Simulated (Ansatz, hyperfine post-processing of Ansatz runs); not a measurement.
# A contact shift by hand: 19F in YCuF5

A spin-polarised calculation (DFT, r2SCAN, plane-wave PAW, default files (PAW set soft_2), collinear spin, scalar-relativistic; Ansatz) with all Cu moments parallel (S = 0.5 each) puts a spin density ρ↑ − ρ↓ of -0.003177 e/Å³, counted along the moments, at one F nucleus (no Cu within 3.2 Å). Take g = 2, spin-only moments and Θ = 0 K (a pure Curie law); γ/2π of 19F is 40.0776 MHz/T.

**Task.** Find the contact field, the hyperfine constant and the contact shift at 330 K and 360 K, supposing that the crystal is a paramagnet with these local moments at both.

1. A spin density ρ_s carries a moment density μB ρ_s, and the contact field is B_c = (2μ₀/3) μB ρ_s. For 1 e/Å³ that is 7.769 T, so B_c = -0.02468 T.

2. With H = A S·I summed over the ions, A = γB_c/(2πS) = 40.0776 × −0.02468 / 0.5 = -1.98 MHz.

3. In a field B0 the paramagnet reaches only a fraction of saturation, M/M_sat = g μB (S + 1) B0 / [3 k_B (T − Θ)]. At 330 K this is 2.0355e-03 per tesla, or 0.478 % at 2.35 T.

4. The shift is that fraction of B_c over B0, so B0 drops out: δ = -0.02468 × 2.0355e-03 × 10⁶ = -50 ppm at 330 K.

5. At 360 K it scales by (330 − Θ)/(360 − Θ) = 0.917, to -46 ppm.

6. The sign says that the spin at the nucleus is opposite to the Cu moments. Over this level and the 2 others of the session's ladder with the same moment and an open gap (any hybrids aside), the field runs from -0.0247 to -0.00945 T. Spin flips in this cell gave a rough Θ of -53 K, not relied on, which would scale the first shift by 0.86. Orbital and pseudocontact parts are not included.

[Hosts, paths, dates, database ids (printed as entryN), source tags and the programs' standing remarks are cut or masked in the printed files.]
